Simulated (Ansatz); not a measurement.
System: H6PbCBr3N (Pm).

```xyz
12
Lattice="6.0385 0.0000 0.0000 0.0000 6.0597 0.0000 -0.0077 0.0000 6.1282" Properties=species:S:1:pos:R:3 pbc="T T T"
H     1.3105    5.2241    5.9332
H     1.0720    0.0000    1.2173
H     4.9819    5.1625    0.3776
H     5.2433    0.0000    4.9743
H     4.9819    0.8972    0.3776
H     1.3105    0.8356    5.9332
Pb    2.8662    3.0298    2.9292
C     5.4108    0.0000    6.0578
Br    2.5893    3.0298    5.9612
Br    2.6219    0.0000    3.1420
Br    5.8331    3.0298    2.7009
N     0.8488    0.0000    0.1990
```

The cell and positions are those that the Materials Project relaxed with its own functionals (PBE, PBE+U or r2SCAN), kept fixed. At the settings of the band run the largest force is still 0.44 eV/Å. Spin-orbit coupling is left out unless a run names it. PAW set soft_2, made with PBE.

Gaps computed with Ansatz 0.2.0 without a self-energy: r2SCAN 2.45 eV and HSE06 2.73 eV. The mean ε∞ by r2SCAN perturbation theory is 3.90.

Estimate the G0W0@r2SCAN gap with 2×2×2 mesh, 935 empty bands, screening to 150 eV, default PAW files.

About 3.51 eV: on its mesh the run moves the gap from 2.42 eV by +1.09 eV. Among the scalar-relativistic levels given, HSE06 is nearest (−0.78 eV). One-shot corrections scale roughly with one over ε∞, here 0.26. Bands and cutoff are finite, so the gap is not at the basis limit. The miss can reach some tenths of an eV and take either sign; the mesh is an error of its own. The 2×2×2 mesh is coarse for this cell (its supercell is 12 Å along the shortest edge). The RPA ε∞ on it, from the r2SCAN start, is 4.97, 5.26 and 5.89; such meshes misread the long-range screening, most where the gap is narrow. Where an edge is built on 6p states of lead, bismuth or thallium, scalar-relativistic gaps usually stand too wide, by a few tenths to over one eV. The many-body steps are scalar-relativistic: spin-orbit coupling is not in them.

[Paths, hosts, dates, memory and timing lines, banners, echoed tables and standing remarks are left out of the program output.]

[Logs are printed without paths, hosts, clocks, repeated set-up lines and the standing remarks that a program may print on its own settings, such as how far it seeks lower states.]

[Runs of the session that timed out or met a known fault of the program may be left out.]

[Cells called generated may have been cut or substituted from an entry of the Crystallography Open Database or the Materials Project.]

[Hosts, paths, dates, database ids (printed as entryN), source tags and the programs' standing remarks are cut or masked in the printed files.]
